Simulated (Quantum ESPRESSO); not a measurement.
# LaS (Fm-3m): phonons by linear response, part 2 of 3

How does LaS (Fm-3m) vibrate, and is this structure a minimum?

Quantum ESPRESSO 7.5; DFT LDA, scalar-relativistic, plane waves, GBRV ultrasoft pseudopotentials.

So far. Step 2 (A probe with smearing): No gap opens on this mesh, so smearing is kept; the start stands at -3.9 GPa. Step 4 (Ground state): The cell stands at 0.004 GPa, close enough for phonons. The relaxed cell has a = 5.769 Å (conventional setting).

## (5) Phonons on a q mesh

Linear response treats each wavevector in the unit cell, with no supercell; the 2×2×2 mesh fixes the range of the force constants to be had.

ph.in

```
phonons
&inputph
   prefix = 'x'
   outdir = './tmp'
   fildyn = 'x.dyn'
   tr2_ph = 1.0d-18
   alpha_mix(1) = 0.4
   nmix_ph = 8
   ldisp = .true.
   nq1 = 2
   nq2 = 2
   nq3 = 2
/
```

On the command line:

```
OMP_NUM_THREADS=1 mpirun -n 4 ph.x -nk 4 -in ph.in > ph.out
```

Output:

```text
[banners, grids, parts of the stress and lines that vanish by symmetry left out]
[banner, memory and clock lines left out]
Program PHONON v.7.5

     ./tmp/x.save/

     IMPORTANT: XC functional enforced from input :
     Exchange-correlation= PZ
                           (   1   1   0   0   0   0   0)
     Any further DFT definition will be discarded
     Please, verify this is what you really want

     G-vector sticks info

     Check: negative core charge=   -0.000001

     negative rho (up, down):  5.704E-02 0.000E+00
     Reading collected, re-writing distributed wavefunctions in ./tmp/

     Dynamical matrices for ( 2, 2, 2)  uniform grid of q-points
     (   3 q-points):
       N         xq(1)         xq(2)         xq(3)
       1   0.000000000   0.000000000   0.000000000
       2   0.500000000  -0.500000000   0.500000000
       3   0.000000000  -1.000000000   0.000000000

     Number and degeneracy of irreps per q-point
       N         xq(1)         xq(2)         xq(3)   N irreps
       1   0.000000000   0.000000000   0.000000000       2
        3   3
       2   0.500000000  -0.500000000   0.500000000       4
        1   2   1   2
       3   0.000000000  -1.000000000   0.000000000       4
        1   1   2   2

     Calculation of q =    0.0000000   0.0000000   0.0000000

     phonons

     bravais-lattice index     =            2
     lattice parameter (alat)  =      10.9015  a.u.
     unit-cell volume          =     323.8895 (a.u.)^3
     number of atoms/cell      =            2
     number of atomic types    =            2
     kinetic-energy cut-off    =      40.0000  Ry
     charge density cut-off    =     240.0000  Ry
     convergence threshold     =      1.0E-18
     beta                      =       0.4000
     number of iterations used =            8
     Exchange-correlation= PZ
                           (   1   1   0   0   0   0   0)

     celldm(1)=   10.90148  celldm(2)=    0.00000  celldm(3)=    0.00000
     celldm(4)=    0.00000  celldm(5)=    0.00000  celldm(6)=    0.00000

     crystal axes: (cart. coord. in units of alat)
               a(1) = ( -0.5000  0.0000  0.5000 )
               a(2) = (  0.0000  0.5000  0.5000 )
               a(3) = ( -0.5000  0.5000  0.0000 )

     reciprocal axes: (cart. coord. in units 2 pi/alat)
               b(1) = ( -1.0000 -1.0000  1.0000 )
               b(2) = (  1.0000  1.0000  1.0000 )
               b(3) = ( -1.0000  1.0000 -1.0000 )

     Atoms inside the unit cell:

     Cartesian axes

     site n.  atom      mass           positions (alat units)
        1  La    138.9055   tau(    1) = (    0.00000    0.00000    0.00000  )
        2  S      32.0600   tau(    2) = (   -0.50000    0.50000    0.50000  )

     Computing dynamical matrix for
                    q = (   0.0000000   0.0000000   0.0000000 )

     49 Sym.Ops. (with q -> -q+G )

     G cutoff =  722.4749  (  20179 G-vectors)     FFT grid: ( 40, 40, 40)
     G cutoff =  481.6499  (  11017 G-vectors)  smooth grid: ( 32, 32, 32)

     number of k points=    72  Marzari-Vanderbilt smearing, width (Ry)=  0.0200

     PseudoPot. # 1 for La read from file:
     ./pseudo/La.upf
     Pseudo is Ultrasoft + core correction, Zval = 11.0
     Using radial grid of  995 points,  8 beta functions with:
                l(1) =   0
                l(2) =   0
                l(3) =   1
                l(4) =   1
                l(5) =   2
                l(6) =   2
                l(7) =   3
                l(8) =   3
     Q(r) pseudized with  8 coefficients,  rinner =    1.700   1.700   1.700
                                                       1.700   1.700   1.700
                                                       1.700

     PseudoPot. # 2 for S  read from file:
     ./pseudo/S.upf
     Pseudo is Ultrasoft + core correction, Zval =  6.0
     Using radial grid of  907 points,  6 beta functions with:
                l(1) =   0
                l(2) =   0
                l(3) =   1
                l(4) =   1
                l(5) =   2
                l(6) =   2
     Q(r) pseudized with  8 coefficients,  rinner =    1.300   1.300   1.300
                                                       1.300   1.300

     Mode symmetry, O_h (m-3m)  point group:

     Atomic displacements:
     There are    2 irreducible representations

     Representation     1      3 modes -  To be done

     Representation     2      3 modes -  To be done

     Alpha used in Ewald sum =   2.4000

     negative rho (up, down):  5.704E-02 0.000E+00

     Representation #   1 modes #   1   2   3

     Self-consistent Calculation
      iter #   1   av.it.:   6.4
      thresh= 1.000E-02 alpha_mix =  0.400 |ddv_scf|^2 =  2.077E-07
      iter #   2   av.it.:  13.5
      thresh= 4.557E-05 alpha_mix =  0.400 |ddv_scf|^2 =  1.046E-08
      iter #   3   av.it.:  13.3
      thresh= 1.023E-05 alpha_mix =  0.400 |ddv_scf|^2 =  9.017E-10
      iter #   4   av.it.:  13.9
      thresh= 3.003E-06 alpha_mix =  0.400 |ddv_scf|^2 =  3.086E-11
      iter #   5   av.it.:  14.1
      thresh= 5.555E-07 alpha_mix =  0.400 |ddv_scf|^2 =  4.034E-13
      iter #   6   av.it.:  14.4
      thresh= 6.352E-08 alpha_mix =  0.400 |ddv_scf|^2 =  4.115E-14
      iter #   7   av.it.:  14.9
      thresh= 2.029E-08 alpha_mix =  0.400 |ddv_scf|^2 =  2.372E-16
      iter #   8   av.it.:  14.9
      thresh= 1.540E-09 alpha_mix =  0.400 |ddv_scf|^2 =  7.826E-19

     End of self-consistent calculation

     Convergence has been achieved

     Representation #   2 modes #   4   5   6

     Self-consistent Calculation
      iter #   1   av.it.:   7.5
      thresh= 1.000E-02 alpha_mix =  0.400 |ddv_scf|^2 =  4.574E-07
      iter #   2   av.it.:  13.2
      thresh= 6.763E-05 alpha_mix =  0.400 |ddv_scf|^2 =  3.167E-08
      iter #   3   av.it.:  13.0
      thresh= 1.780E-05 alpha_mix =  0.400 |ddv_scf|^2 =  4.240E-09
      iter #   4   av.it.:  13.9
      thresh= 6.511E-06 alpha_mix =  0.400 |ddv_scf|^2 =  8.040E-11
      iter #   5   av.it.:  14.1
      thresh= 8.967E-07 alpha_mix =  0.400 |ddv_scf|^2 =  1.152E-12
      iter #   6   av.it.:  14.1
      thresh= 1.073E-07 alpha_mix =  0.400 |ddv_scf|^2 =  1.031E-13
[...]
End of self-consistent calculation

     Convergence has been achieved

     Number of q in the star =    1
     List of q in the star:
          1   0.000000000   0.000000000   0.000000000

     Diagonalizing the dynamical matrix

     q = (    0.000000000   0.000000000   0.000000000 )

 **************************************************************************
     freq (    1) =      -0.137602 [THz] =      -4.589918 [cm-1]
     freq (    2) =      -0.137602 [THz] =      -4.589918 [cm-1]
     freq (    3) =      -0.137602 [THz] =      -4.589918 [cm-1]
     freq (    4) =       8.268155 [THz] =     275.795954 [cm-1]
     freq (    5) =       8.268155 [THz] =     275.795954 [cm-1]
     freq (    6) =       8.268155 [THz] =     275.795954 [cm-1]
 **************************************************************************

     Mode symmetry, O_h (m-3m)  point group:

     freq (   1-   3) =         -4.6  [cm-1]   --> T_1u G_15  G_4- I
     freq (   4-   6) =        275.8  [cm-1]   --> T_1u G_15  G_4- I

     Calculation of q =    0.5000000  -0.5000000   0.5000000
     [... set-up and bands at k+q left out ...]

     Mode symmetry, D_3d (-3m)  point group:

     Atomic displacements:
     There are    4 irreducible representations

     Representation     1      1 modes -  To be done

     Representation     2      2 modes -  To be done

     Representation     3      1 modes -  To be done

     Representation     4      2 modes -  To be done

     Message from routine init_vloc:
     Interpolation table for Vloc re-allocated

     Alpha used in Ewald sum =   2.4000

     negative rho (up, down):  5.704E-02 0.000E+00

     Representation #   1 mode #   1

     Self-consistent Calculation

[...]
End of self-consistent calculation

     Convergence has been achieved

     Representation #   2 modes #   2   3

     Self-consistent Calculation

[...]
End of self-consistent calculation

     Convergence has been achieved

     Representation #   3 mode #   4

     Self-consistent Calculation

[...]
End of self-consistent calculation

     Convergence has been achieved

     Representation #   4 modes #   5   6

     Self-consistent Calculation

[...]
End of self-consistent calculation

     Convergence has been achieved

     Number of q in the star =    4
     List of q in the star:
          1   0.500000000  -0.500000000   0.500000000
          2   0.500000000   0.500000000  -0.500000000
          3  -0.500000000  -0.500000000  -0.500000000
          4   0.500000000  -0.500000000  -0.500000000

     Diagonalizing the dynamical matrix

     q = (    0.500000000  -0.500000000   0.500000000 )

 **************************************************************************
     freq (    1) =       3.421531 [THz] =     114.129987 [cm-1]
     freq (    2) =       3.472411 [THz] =     115.827152 [cm-1]
     freq (    3) =       3.472411 [THz] =     115.827152 [cm-1]
     freq (    4) =       7.702206 [THz] =     256.917928 [cm-1]
     freq (    5) =       7.702206 [THz] =     256.917928 [cm-1]
     freq (    6) =       8.118267 [THz] =     270.796225 [cm-1]
 **************************************************************************

     Mode symmetry, D_3d (-3m)  point group:

     freq (   1-   1) =        114.1  [cm-1]   --> A_2u L_2'
     freq (   2-   3) =        115.8  [cm-1]   --> E_u  L_3'
     freq (   4-   5) =        256.9  [cm-1]   --> E_g  L_3
     freq (   6-   6) =        270.8  [cm-1]   --> A_1g L_1

     Calculation of q =    0.0000000  -1.0000000   0.0000000
     [... set-up and bands at k+q left out ...]

     Mode symmetry, D_4h(4/mmm) point group:

     Atomic displacements:
     There are    4 irreducible representations

     Representation     1      1 modes -  To be done

     Representation     2      1 modes -  To be done

     Representation     3      2 modes -  To be done

     Representation     4      2 modes -  To be done

     Alpha used in Ewald sum =   2.4000

     negative rho (up, down):  5.704E-02 0.000E+00

     Representation #   1 mode #   1

     Self-consistent Calculation

[...]
End of self-consistent calculation

     Convergence has been achieved

     Representation #   2 mode #   2

     Self-consistent Calculation

[...]
End of self-consistent calculation

     Convergence has been achieved

     Representation #   3 modes #   3   4

     Self-consistent Calculation

[...]
End of self-consistent calculation

     Convergence has been achieved

     Representation #   4 modes #   5   6

     Self-consistent Calculation

[...]
iter #   4   av.it.:  13.0
      thresh= 1.164E-05 alpha_mix =  0.400 |ddv_scf|^2 =  3.315E-10

      iter #   5   av.it.:  13.3
      thresh= 1.821E-06 alpha_mix =  0.400 |ddv_scf|^2 =  4.419E-12

      iter #   6   av.it.:  13.4
      thresh= 2.102E-07 alpha_mix =  0.400 |ddv_scf|^2 =  8.159E-14

      iter #   7   av.it.:  13.7
      thresh= 2.856E-08 alpha_mix =  0.400 |ddv_scf|^2 =  4.672E-15

      iter #   8   av.it.:  13.6
      thresh= 6.835E-09 alpha_mix =  0.400 |ddv_scf|^2 =  2.443E-17

      iter #   9   av.it.:  13.4
      thresh= 4.943E-10 alpha_mix =  0.400 |ddv_scf|^2 =  2.667E-18

      iter #  10   av.it.:  13.6
      thresh= 1.633E-10 alpha_mix =  0.400 |ddv_scf|^2 =  1.600E-20

     End of self-consistent calculation

     Convergence has been achieved

     Number of q in the star =    3
     List of q in the star:
          1   0.000000000  -1.000000000   0.000000000
          2  -1.000000000   0.000000000   0.000000000
          3   0.000000000   0.000000000   1.000000000

     Diagonalizing the dynamical matrix

     q = (    0.000000000  -1.000000000   0.000000000 )

 **************************************************************************
     freq (    1) =       2.611758 [THz] =      87.118874 [cm-1]
     freq (    2) =       2.611758 [THz] =      87.118874 [cm-1]
     freq (    3) =       3.118593 [THz] =     104.025051 [cm-1]
     freq (    4) =       7.759580 [THz] =     258.831726 [cm-1]
     freq (    5) =       7.765952 [THz] =     259.044289 [cm-1]
     freq (    6) =       7.765952 [THz] =     259.044289 [cm-1]
 **************************************************************************

     Mode symmetry, D_4h(4/mmm) point group:

     freq (   1-   2) =         87.1  [cm-1]   --> E_u  X_5' M_5'
     freq (   3-   3) =        104.0  [cm-1]   --> A_2u X_4' M_4'
     freq (   4-   4) =        258.8  [cm-1]   --> A_2u X_4' M_4'
     freq (   5-   6) =        259.0  [cm-1]   --> E_u  X_5' M_5'


[key lines of the parts left out:]
the Fermi energy is    12.1891 ev
```

Elapsed: 16 min, on 4 MPI ranks of Arm Neoverse N1, shared host.

Numbers from this step:

```yaml
largest_acoustic_frequency_at_the_zone_centre_before_the_sum_rule: -4.59 cm⁻¹
highest_optical_zone_centre_mode_no_lo_to_term: 275.8 cm⁻¹
lowest_optical_zone_centre_mode: 275.8 cm⁻¹
lowest_mode_on_the_q_mesh_acoustic_ones_at_the_zone_centre_apart: 87.12 cm⁻¹
```

Frequencies (cm⁻¹) at each irreducible wavevector; negative means imaginary. Frequencies by wavevector:

```
q (fractions)  star  mode 1  mode 2  mode 3  mode 4  mode 5  mode 6
        0 0 0     1   -4.59   -4.59   -4.59   275.8   275.8   275.8
     0 0 -0.5     4   114.1   115.8   115.8   256.9   256.9   270.8
  0 -0.5 -0.5     3   87.12   87.12     104   258.8     259     259
```

The acoustic modes at Γ come out as far as 4.6 cm⁻¹ from zero, where they should vanish, a small numerical error.

## (6) Force constants in real space

The dynamical matrices of the mesh are Fourier-transformed to force constants in real space.

q2r.in

```
&input
   fildyn = 'x.dyn'
   zasr = 'simple'
   flfrc = 'x.fc'
/
```

On the command line:

```
q2r.x < q2r.in > q2r.out
```

Output:

```text
[banners, grids, parts of the stress and lines that vanish by symmetry left out]
[banner, memory and clock lines left out]
Program Q2R v.7.5

  reading grid info from file x.dyn0

  reading force constants from file x.dyn1
  Dielectric Tensor not found
  nqs=            1
 q=   0.00000000  0.00000000  0.00000000
  reading force constants from file x.dyn2
  nqs=            4
 q=   0.50000000 -0.50000000  0.50000000
[...]
reading force constants from file x.dyn3
  nqs=            3
[...]
q=  -1.00000000  0.00000000  0.00000000
 q=   0.00000000  0.00000000  1.00000000

      q-space grid ok, #points =    8

      fft-check success (sum of imaginary terms < 10^-12)
```

Wall time 0.48 s (1 thread).

## (7) Interpolated phonon bands

From the force constants any wavevector is cheap; points of the mesh come back as solved, but for the sum rule and, in polar crystals, the LO-TO term at Γ; the rest is interpolation.

matdyn.in

```
&input
   asr = 'simple'
   flfrc = 'x.fc'
   flfrq = 'x.freq'
   flvec = 'x.modes'
   q_in_band_form = .true.
   q_in_cryst_coord = .true.
/
8
  0.0000000   0.0000000   0.0000000  12  ! GAMMA
 -0.0000000   0.5000000   0.5000000  12  ! X
 -0.0000000   0.6250000   0.3750000   1  ! U
 -0.3750000   0.3750000  -0.0000000  12  ! K
  0.0000000   0.0000000   0.0000000  12  ! GAMMA
 -0.0000000   0.5000000   0.0000000  12  ! L
 -0.2500000   0.5000000   0.2500000  12  ! W
 -0.0000000   0.5000000   0.5000000   1  ! X
```

On the command line:

```
matdyn.x -in matdyn.in > matdyn.out
```

Output:

```text
[banner, memory and clock lines left out]
Program MATDYN v.7.5

 mass for atomic type   1 not given; uses mass from file x.fc
 mass for atomic type   2 not given; uses mass from file x.fc
     Message from routine matdyn:
     Z* not found in file x.fc, TO-LO splitting at q=0 will be absent!
     Message from routine matdyn:
     Z* not found in file x.fc, TO-LO splitting at q=0 will be absent!

Note: The following floating-point exceptions are signalling: IEEE_UNDERFLOW_FLAG
```

The job ended after 0.49 s (1 thread).

This step gave:

```
lowest frequency on the path      : 0 cm⁻¹
mean frequency                    : 180.1 cm⁻¹
Debye temperature (second moment) : 369 K
logarithmic mean frequency        : 158.2 cm⁻¹
```

Matdyn.x, sum rule simple. Phonon branches along the path, in cm⁻¹:

```
    point  branch 1  branch 2  branch 3  branch 4  branch 5  branch 6
        Γ         0         0         0       276       276       276
  halfway        60        60       119       254       272       272
        X        87        87       104       259       259       259
  halfway        93        94       102       258       259       260
        U        97       107       107       254       259       264
jump to K        97       107       107       254       259       264
  halfway        61       105       105       258       265       274
        Γ         0         0         0       276       276       276
  halfway        81        81        82       267       267       273
        L       114       116       116       257       257       271
  halfway       105       106       120       253       260       266
        W        94        94       124       248       264       264
  halfway        89       101       106       254       261       261
        X        87        87       104       259       259       259
```

The phonon branches as a text plot (rows in cm⁻¹):

```
    270 |*********        ******************************
    259 |    ***  ****************            *******************
    247 |       **        *****                        *******
    236 |
    224 |
    213 |
    201 |
    190 |
    178 |
    167 |
    155 |
    144 |
    132 |
    121 |      ****         ***                  ************
    109 |     *    ****  ***   **              ********      *  *
     98 |    *         *****     *            *        *********
     86 |          *****    **              **              *****
     75 |   *    **           **  *        *
     63 |      **               *  *      *
     52 |  *  *                  *        *
     40 |    *                    * *    *
     29 | * *                      *    *
     17 |  *                        ***
      6 |**                            *
         Γ           X  U|K            Γ         L        W     X
```

Lowest modes at the softest wavevector of the mesh; phase exp(i q.(R + tau)). Modes at q = (0.500, 0.000, 0.500), with each element's share of the kinetic energy:

```
mode  frequency (cm⁻¹)  La %  S %
   1              87.1    85   15
   2              87.1    85   15
   3             104.0    88   12
   4             258.8    12   88
   5             259.0    15   85
   6             259.0    15   85
```

Displacements in mode 1 (87.1 cm⁻¹), the largest set to 1, in the home cell:
```
La1  0.00  0.00  1.00
S2   0.00  0.00 -0.87
```

Displacements in mode 3 (104.0 cm⁻¹), the largest set to 1, in the home cell:
```
La1 1.00 0.00 0.00
S2  0.76 0.00 0.00
```

Force constants by pair (phonopy on the run's constants); pairs near half the supercell's span include their periodic images. Pair force constants, by row:

```
atom  neighbour  distance (Å)  third of the trace (eV/Å²)  along the pair's line (eV/Å²)
 La1     itself             0                       7.506                              –
 La1          S         2.884                      -1.158                          -2.76
 La1         La         4.079                     -0.1563                        -0.1671
 La1          S         4.996                     -0.1703                        -0.1703
 La1         La         5.769                      0.7194                         0.7194
  S2     itself             0                       7.555                              –
  S2         La         2.884                      -1.158                          -2.76
  S2          S         4.079                      0.0412                        -0.1232
  S2         La         4.996                     -0.1703                        -0.1703
  S2          S         5.769                     -0.5146                        -0.5146
```

Harmonic mean-square displacement, third of the trace. Mean-square displacements:

```
T (K)  La1 U_eq (Å²)  S2 U_eq (Å²)
    0        0.00124       0.00236
  100        0.00233       0.00309
  300        0.00626       0.00651
  600        0.01237       0.01241
```

Mode patterns, pair constants, displacements and means over the zone were worked out by phonopy from the force constants of q2r.x.

All branches are real along the path.

(Continued in part 3 of 3.)

[Host names and launcher messages were left out of these logs when they were recorded.]

[Logs are printed without paths, hosts, clocks, repeated set-up lines and the standing remarks that a program may print on its own settings, such as how far it seeks lower states.]

[Hosts, paths, dates, database ids (printed as entryN), source tags and the programs' standing remarks are cut or masked in the printed files.]
